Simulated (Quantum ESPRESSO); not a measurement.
# Magnetic state of CuSiO3 from several starts, part 2 of 2

A self-consistent run ends on one state, which hangs on the start. Several orders of CuSiO3 are started in Quantum ESPRESSO and their energies compared.

Quantum ESPRESSO 7.5; PBEsol; plane waves with GBRV 1.5 PBEsol potentials, no spin-orbit coupling.

So far, absolute magnetization (μB): step 2 (start 1: ferro ++) 2.15.

## 3. Run 2, typed as antiferro +−

pw.in

```
&CONTROL
  calculation = 'scf'
  prefix = 'pwscf'
  outdir = './tmp'
  pseudo_dir = './pseudo'
  disk_io = 'nowf'
/
&SYSTEM
  ibrav = 0
  celldm(1) = 8
  nat = 10
  ntyp = 4
  ecutwfc = 40
  ecutrho = 280
  nbnd = 55
  occupations = 'smearing'
  smearing = 'fd'
  degauss = 0.00367493
  nspin = 2
  starting_magnetization(1) = 0
  starting_magnetization(2) = 0.0526
  starting_magnetization(3) = -0.0526
  starting_magnetization(4) = 0
/
&ELECTRONS
  conv_thr = 2d-08
  electron_maxstep = 150
  mixing_beta = 0.3
/
ATOMIC_SPECIES
Si     28.0850 si_pbesol_v1.uspp.F.UPF
Cu1    63.5460 cu_pbesol_v1.2.uspp.F.UPF
Cu2    63.5460 cu_pbesol_v1.2.uspp.F.UPF
O      15.9990 o_pbesol_v1.2.uspp.F.UPF
CELL_PARAMETERS alat
   2.1160536620411    0.0000000000000    0.0000000000000
   0.0000000000000    0.6756368521424    0.0000000000000
   0.0000000000000    0.0000000000000    1.1617648820344
ATOMIC_POSITIONS crystal
Si      0.7500000000    0.5000000000    0.8778590000
Si      0.2500000000    0.5000000000    0.1221410000
Cu1     0.5000000000    0.0000000000    0.5000000000
Cu2     0.0000000000    0.0000000000    0.5000000000
O       0.5972540000    0.5000000000    0.6956570000
O       0.4027460000    0.5000000000    0.3043430000
O       0.9027460000    0.5000000000    0.6956570000
O       0.0972540000    0.5000000000    0.3043430000
O       0.2500000000    0.0000000000    0.9452320000
O       0.7500000000    0.0000000000    0.0547680000
K_POINTS automatic
2 8 4 0 0 0
```

Run with:

```console
$ OMP_NUM_THREADS=1 mpirun -n 4 pw.x -nk 4 -in pw.in > pw.out
```

The program printed:

```text
[banner, memory and clock lines left out]
Program PWSCF v.7.5 starts

     Message from routine setup:
     using ibrav=0 with symmetry is DISCOURAGED, use correct ibrav instead

     bravais-lattice index     =            0
     lattice parameter (alat)  =       8.0000  a.u.
     unit-cell volume          =     850.4097 (a.u.)^3
     number of atoms/cell      =           10
     number of atomic types    =            4
     number of electrons       =        82.00
     number of Kohn-Sham states=           55
     kinetic-energy cutoff     =      40.0000  Ry
     charge density cutoff     =     280.0000  Ry
     scf convergence threshold =      2.0E-08
     mixing beta               =       0.3000
     number of iterations used =            8  plain     mixing
     Exchange-correlation= SLA  PW   PSX  PSC
                           (   1   4  10   8   0   0   0)

     celldm(1)=   8.000000  celldm(2)=   0.000000  celldm(3)=   0.000000
     celldm(4)=   0.000000  celldm(5)=   0.000000  celldm(6)=   0.000000

     crystal axes: (cart. coord. in units of alat)
               a(1) = (   2.116054   0.000000   0.000000 )
               a(2) = (   0.000000   0.675637   0.000000 )
               a(3) = (   0.000000   0.000000   1.161765 )

     reciprocal axes: (cart. coord. in units 2 pi/alat)
               b(1) = (  0.472578  0.000000  0.000000 )
               b(2) = (  0.000000  1.480085  0.000000 )
               b(3) = (  0.000000  0.000000  0.860759 )

     PseudoPot. # 1 for Si read from file:
     si_pbesol_v1.uspp.F.UPF
     Pseudo is Ultrasoft + core correction, Zval =  4.0

     PseudoPot. # 2 for Cu read from file:
     cu_pbesol_v1.2.uspp.F.UPF
     Pseudo is Ultrasoft + core correction, Zval = 19.0

     PseudoPot. # 3 for Cu read from file:
     cu_pbesol_v1.2.uspp.F.UPF
     Pseudo is Ultrasoft + core correction, Zval = 19.0

     PseudoPot. # 4 for O  read from file:
     o_pbesol_v1.2.uspp.F.UPF
     Pseudo is Ultrasoft + core correction, Zval =  6.0

     atomic species   valence    mass     pseudopotential
     Si                4.00    28.08500     Si( 1.00)
     Cu1              19.00    63.54600     Cu( 1.00)
     Cu2              19.00    63.54600     Cu( 1.00)
     O                 6.00    15.99900     O ( 1.00)

     Starting magnetic structure
     atomic species   magnetization
     Si              0.000
     Cu1             0.053
     Cu2            -0.053
     O               0.000

      4 Sym. Ops., with inversion, found

   Cartesian axes

     site n.     atom                  positions (alat units)
         1        Si     tau(   1) = (   1.5870402   0.3378184   1.0198658  )
         2        Si     tau(   2) = (   0.5290134   0.3378184   0.1418991  )
         3        Cu1    tau(   3) = (   1.0580268   0.0000000   0.5808824  )
         4        Cu2    tau(   4) = (   0.0000000   0.0000000   0.5808824  )
         5        O      tau(   5) = (   1.2638215   0.3378184   0.8081899  )
         6        O      tau(   6) = (   0.8522321   0.3378184   0.3535750  )
         7        O      tau(   7) = (   1.9102590   0.3378184   0.8081899  )
         8        O      tau(   8) = (   0.2057947   0.3378184   0.3535750  )
         9        O      tau(   9) = (   0.5290134   0.0000000   1.0981373  )
        10        O      tau(  10) = (   1.5870402   0.0000000   0.0636275  )

     number of k points=    30  Fermi-Dirac smearing, width (Ry)=  0.0037
                       cart. coord. in units 2pi/alat
        k(    1) = (   0.0000000   0.0000000   0.0000000), wk =   0.0156250
        k(    2) = (   0.0000000   0.0000000   0.2151898), wk =   0.0312500
        k(    3) = (   0.0000000   0.0000000  -0.4303797), wk =   0.0156250
        k(    4) = (   0.0000000   0.1850106   0.0000000), wk =   0.0312500
        k(    5) = (   0.0000000   0.1850106   0.2151898), wk =   0.0625000
        [... 25 further k-points ...]

     Dense  grid:    67303 G-vectors     FFT dimensions: (  96,  30,  50)

     Smooth grid:    29045 G-vectors     FFT dimensions: (  72,  24,  40)

     Check: negative core charge=   -0.000002
     Generating pointlists ...
     new r_m :   0.1594 (alat units)  1.2750 (a.u.) for type    1
     new r_m :   0.1882 (alat units)  1.5055 (a.u.) for type    2
     new r_m :   0.1882 (alat units)  1.5055 (a.u.) for type    3
     new r_m :   0.1594 (alat units)  1.2750 (a.u.) for type    4

     Initial potential from superposition of free atoms

     starting charge      79.9987, renormalised to      82.0000
     Starting wfcs are   58 randomized atomic wfcs

     Self-consistent Calculation

     iteration #  1     ecut=    40.00 Ry     beta= 0.30
     Davidson diagonalization with overlap
     ethr =  1.00E-02,  avg # of iterations =  4.8

     total energy              =   -1019.84187129 Ry
     estimated scf accuracy    <       1.16441716 Ry

     total magnetization       =    -0.00 Bohr mag/cell
     absolute magnetization    =     2.02 Bohr mag/cell

     iteration #  2     ecut=    40.00 Ry     beta= 0.30
     Davidson diagonalization with overlap
     ethr =  1.42E-03,  avg # of iterations =  2.1

     total energy              =   -1019.96995094 Ry
     estimated scf accuracy    <       0.16532440 Ry

     total magnetization       =    -0.00 Bohr mag/cell
     absolute magnetization    =     1.64 Bohr mag/cell

     [... further iterations left out ...]

     iteration # 13     ecut=    40.00 Ry     beta= 0.30
     Davidson diagonalization with overlap
     ethr =  5.01E-10,  avg # of iterations =  2.1

     total energy              =   -1019.98616658 Ry
     estimated scf accuracy    <       0.00000008 Ry

     total magnetization       =    -0.00 Bohr mag/cell
     absolute magnetization    =     2.11 Bohr mag/cell

     iteration # 14     ecut=    40.00 Ry     beta= 0.30
     Davidson diagonalization with overlap
     ethr =  9.42E-11,  avg # of iterations =  2.7

     Magnetic moment per site  (integrated on atomic sphere of radius R)
     atom   1 (R=0.159)  charge=  0.5638  magn=  0.0000
     atom   2 (R=0.159)  charge=  0.5638  magn=  0.0000
     atom   3 (R=0.188)  charge= 16.3549  magn=  0.6418
     atom   4 (R=0.188)  charge= 16.3550  magn= -0.6418
     atom   5 (R=0.159)  charge=  4.5519  magn=  0.1297
     atom   6 (R=0.159)  charge=  4.5519  magn=  0.1297
     atom   7 (R=0.159)  charge=  4.5519  magn= -0.1297
     atom   8 (R=0.159)  charge=  4.5519  magn= -0.1297
     atom   9 (R=0.159)  charge=  4.5891  magn=  0.0000
     atom  10 (R=0.159)  charge=  4.5891  magn=  0.0000

     End of self-consistent calculation

     [... lines left out ...]
     the Fermi energy is     6.1630 ev

!    total energy              =   -1019.98616664 Ry
     estimated scf accuracy    <       0.00000002 Ry
     smearing contrib. (-TS)   =      -0.00023963 Ry
     internal energy E=F+TS    =   -1019.98592701 Ry

     The total energy is F=E-TS. E is the sum of the following terms:
     one-electron contribution =    -932.31255378 Ry
     hartree contribution      =     501.75842853 Ry
     xc contribution           =    -128.96455166 Ry
     ewald contribution        =    -460.46725011 Ry

     total magnetization       =     0.00 Bohr mag/cell
     absolute magnetization    =     2.11 Bohr mag/cell

     convergence has been achieved in  14 iterations
```

It took 48 s on 4 MPI ranks of AMD EPYC 9R14 (Zen 4), shared host; peak memory 0.9 GiB.

Spin moment in the atom's sphere by atom:

| atom | spin moment in the atom's sphere (μB) |
| --- | --- |
| Si1 | 0.000 |
| Si2 | 0.000 |
| Cu3 | 0.642 |
| Cu4 | -0.642 |
| O5 | 0.130 |
| O6 | 0.130 |
| O7 | -0.130 |
| O8 | -0.130 |
| O9 | 0.000 |
| O10 | 0.000 |

Read from the output:

- smearing term TS: 0.003260 eV
- magnetization: 0 μB
- absolute magnetization: 2.109 μB
- final state: antiferromagnetic

## 4. Energies of the orders

An order is kept where moments of 0.15 μB or more survive with the typed signs; meshes match where a doubled cell samples the same k points as the first cell.

Orders:

| start | final state | typed order kept | energy over the lowest (meV a seeded atom) | largest site moment (μB) | net moment (μB a cell of the first run) | mesh matched | CPU time (s) |
| --- | --- | --- | --- | --- | --- | --- | --- |
| ferro ++ | ferromagnetic | yes | 4.785 | 0.6467 | 1.971 | yes | 166.2 |
| antiferro +- | antiferromagnetic | yes | 0 | 0.6418 | 0 | yes | 191.3 |

## 5. Outcome

| Quantity | Value |
| --- | --- |
| lowest state found | antiferromagnetic (from antiferro +-) |
| largest site moment | 0.642 μB |
| next state with moments | ferromagnetic, 4.79 meV a seeded atom higher |

In words: Only these 2 starts were compared; other wavevectors, canted and longer-period orders were not. No Hubbard term acts here. In such compounds local and semilocal functionals without one often delocalise the d electrons, and can shrink or lose moments and miss the size, sign and order of the couplings.

[Logs and program files are shortened in this print: banners, set-up blocks, solver, clock and traceback lines can be left out without a mark of their own.]

[Logs are printed without paths, hosts, clocks, repeated set-up lines and the standing remarks that a program may print on its own settings, such as how far it seeks lower states.]

[Hosts, paths, dates, database ids (printed as entryN), source tags and the programs' standing remarks are cut or masked in the printed files.]

[Where a cell is said to come from a database of computed structures, the database is the Materials Project.]
